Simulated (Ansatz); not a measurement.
# H-capped Ge nanowire along [111] (64 atoms), the frame at 34 fs of a trajectory (instantaneous temperature 385 K)

Geometry: the frame at 34 fs of a trajectory (instantaneous temperature 385 K). Computed with Ansatz 0.2.0: Kohn-Sham DFT, revPBE, PAW (set soft_2), plane waves; cutoff 420 eV, Γ point, gaussian smearing of 0.05 eV.

Cell vectors (Å):

```
19.500 0.000 0.000
0.000 18.815 0.000
0.000 0.000 9.800
```

Positions (Å):

```
1 Ge 7.637 6.139 0.061
2 Ge 7.743 5.906 2.574
3 Ge 7.810 8.245 3.296
4 Ge 7.762 8.177 5.668
5 Ge 5.635 7.113 6.417
6 Ge 5.491 7.050 8.998
7 Ge 7.745 12.821 0.021
8 Ge 7.833 12.963 2.453
9 Ge 5.723 9.432 9.691
10 Ge 5.810 9.479 2.397
11 Ge 5.852 11.663 3.385
12 Ge 5.733 11.796 5.776
13 Ge 7.776 10.488 6.434
14 Ge 7.749 10.556 8.887
15 Ge 11.830 5.861 9.758
16 Ge 11.809 5.860 2.384
17 Ge 11.790 8.265 3.292
18 Ge 11.825 8.301 5.868
19 Ge 9.727 7.065 6.548
20 Ge 9.702 7.055 8.953
21 Ge 11.769 12.770 9.770
22 Ge 11.697 12.958 2.363
23 Ge 9.678 9.506 0.026
24 Ge 9.802 9.335 2.425
25 Ge 9.708 11.821 3.267
26 Ge 9.735 11.839 5.769
27 Ge 11.739 10.570 6.450
28 Ge 11.701 10.457 8.903
29 Ge 13.777 7.023 6.563
30 Ge 13.788 7.138 8.980
31 Ge 13.661 9.306 0.061
32 Ge 13.644 9.502 2.588
33 Ge 13.744 11.734 3.277
34 Ge 13.860 11.583 5.821
35 H 7.798 4.686 9.338
36 H 6.420 5.396 2.963
37 H 8.910 5.026 2.969
38 H 5.788 5.672 5.964
39 H 4.377 7.770 5.831
40 H 4.275 6.434 9.633
41 H 9.018 13.494 9.171
42 H 6.439 13.410 9.349
43 H 7.819 14.372 2.929
44 H 4.455 10.252 9.339
45 H 4.525 8.788 2.928
46 H 4.621 12.438 2.924
47 H 4.528 11.231 6.464
48 H 6.133 13.185 6.190
49 H 12.013 4.514 9.038
50 H 13.258 5.510 2.637
51 H 11.000 4.849 3.221
52 H 9.825 5.641 6.074
53 H 11.062 13.899 8.890
54 H 13.283 13.085 9.777
55 H 11.835 14.426 2.856
56 H 9.727 13.247 6.330
57 H 14.976 7.977 6.216
58 H 13.801 5.613 6.114
59 H 15.038 6.592 9.737
60 H 14.948 9.994 9.324
61 H 14.942 8.846 2.956
62 H 15.097 12.270 2.716
63 H 15.018 10.642 6.050
64 H 14.231 12.899 6.568
```

Q: Give the force on every atom.

Columns: atom, fx, fy, fz (forces in eV/Å).

```
1 -0.074 -0.760 0.300
2 0.426 0.969 -1.286
3 -0.440 -0.083 -0.666
4 -0.366 0.140 0.557
5 0.247 0.086 1.050
6 1.224 0.918 -0.941
7 0.633 -0.022 -0.265
8 -1.249 -1.107 -0.217
9 -0.198 -0.248 0.475
10 0.110 -0.638 -0.240
11 0.355 0.863 -0.496
12 1.240 -0.659 -0.159
13 -0.283 0.628 0.410
14 -0.476 0.083 0.068
15 -0.705 0.584 -0.399
16 0.244 0.595 0.336
17 -0.696 -1.362 0.835
18 -0.904 -1.456 -1.317
19 0.485 0.759 0.067
20 0.483 0.647 0.829
21 0.495 0.480 -0.719
22 0.231 -0.334 0.853
23 0.434 -1.497 -0.641
24 -0.217 1.230 0.663
25 1.132 -0.835 0.469
26 -0.070 -0.884 -0.907
27 -0.020 1.050 0.802
28 0.153 0.561 0.264
29 0.560 1.652 0.590
30 -0.147 -0.971 0.491
31 0.049 1.175 0.471
32 0.366 -0.310 -1.603
33 -0.333 1.383 0.566
34 -0.043 0.706 -0.813
35 -0.223 -0.307 -0.067
36 -1.162 -0.699 0.494
37 0.166 -0.271 0.208
38 -0.151 -0.515 -0.247
39 -0.134 0.051 -0.131
40 -0.664 -0.406 0.251
41 -0.607 0.042 0.189
42 -0.495 0.531 -0.268
43 -0.049 1.101 0.328
44 -0.103 0.104 -0.084
45 -0.090 -0.126 0.072
46 -0.518 0.227 -0.337
47 -0.680 -0.147 0.298
48 -0.113 0.709 0.290
49 -0.185 -0.440 0.044
50 0.773 -0.289 0.272
51 -0.140 0.016 -0.073
52 0.036 -0.803 -0.361
53 0.271 -0.432 0.428
54 0.308 0.200 -0.396
55 -0.082 0.083 -0.023
56 0.038 0.513 0.301
57 -0.084 -0.566 -0.237
58 0.132 -0.937 -0.542
59 0.074 -0.242 -0.221
60 0.052 0.209 0.002
61 0.768 -0.513 0.337
62 -0.051 0.089 -0.011
63 0.458 -0.481 0.180
64 -0.193 -0.043 -0.123
```

Only the Γ point is sampled, in a cell whose periodic width is 10 Å.

The r.m.s. force component is 0.592 eV/Å; the longest force, 2.16 eV/Å, acts on Ge18. The energy lies 27.4 meV/atom above that of the first step of this run.

[Logs are printed without paths, hosts, clocks, repeated set-up lines and the standing remarks that a program may print on its own settings, such as how far it seeks lower states.]

[Hosts, paths, dates, database ids (printed as entryN), source tags and the programs' standing remarks are cut or masked in the printed files.]
